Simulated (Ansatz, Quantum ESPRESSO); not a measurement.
## MgO (rock salt): bulk modulus from a few volumes

How stiff is rock salt MgO under hydrostatic load? Each row relaxes cell and atoms at a set pressure. The phase is followed to these pressures whether or not it stays the stable one.

Calculated with Ansatz 0.2.0, PBEsol, PAW files of the set soft_1, cutoff 600 eV, Fermi–Dirac smearing 0.02 eV, k-mesh 11×11×11, no spin polarisation, no spin-orbit coupling.

Reference cell, relaxed at zero pressure with PBEsol (Fm-3m): a = 2.9805 Å, b = 2.9805 Å, c = 2.9805 Å, α = 60.00°, β = 60.00°, γ = 60.00°.

```csv
atom,x,y,z
Mg,0.0000,0.0000,0.0000
O,0.5000,0.5000,0.5000
```

| V (Å³/atom) | V/V0 | P (GPa) | E − E0 (meV/atom) |
| --- | --- | --- | --- |
| 9.0861 | 0.9706 | 4.995 | 4.2 |
| 8.8465 | 0.9450 | 10.000 | 15.3 |
| 8.6353 | 0.9224 | 14.995 | 31.7 |
| 8.4463 | 0.9022 | 19.993 | 52.3 |
| 8.1197 | 0.8674 | 29.988 | 102.9 |

V0 = 9.3614 Å³ an atom, where the residual pressure P0 is +0.002 GPa. **Question.** Fit the Birch–Murnaghan law and give the pressure and the energy at V = 9.6160 Å³ an atom, a row left out above.

With the Eulerian strain f = ½[(V0/V)^(2/3) − 1] and F = (P − P0)/[3f(1 + 2f)^(5/2)], the third-order law is the line F = B0 + (3/2) B0 (B′ − 4) f.

```
      f  F (GPa)
0.04976   158.47
0.03549   158.17
0.02765   157.99
0.01922   157.81
0.01005   157.58
```

A straight line through the 5 rows: the means are 0.02843 for f and 158 for F, Σ(Δx)² = 0.0009281 and ΣΔxΔy = 0.0207, so the slope is 0.0207/0.0009281 = 22.307 and the intercept 158 − (22.307)(0.02843) = 157.37.

Hence B0 = 157.4 GPa and B′ = 4 + (22.3)/(1.5 × 157.4) = 4.09. For the withheld volume f = −0.00886, F = 157.17 GPa and P = −4.00 GPa, an extrapolation past the fitted rows. The run itself gives −4.00 GPa, so the estimate misses by 0.00 GPa, a rounding's worth.

Integrating the same law gives E − E0 = (9/2) B0 V0 f²[1 + (B′ − 4) f] + P0(V0 − V), with 1 GPa Å³ = 6.2415 meV: 3.2 meV an atom. The run itself gives 3.2 meV, so the estimate misses by 0.0 meV, a rounding's worth.

The same fit over all rows at other levels or in other programs gives B0 = 158 GPa with PBEsol (Quantum ESPRESSO, GBRV).

Measured volume: 9.334 Å³ an atom (American Mineralogist 61 266 1976, 297.15 K), so V0 is +0.3 % off. A stiffness follows the volume as d ln B/d ln V = −B′, which moves B0 by about +1 % when it is taken at the measured volume.

The calculation is for a static lattice, while measurements hold thermal and zero-point motion.

[Logs are printed without paths, hosts, clocks, repeated set-up lines and the standing remarks that a program may print on its own settings, such as how far it seeks lower states.]
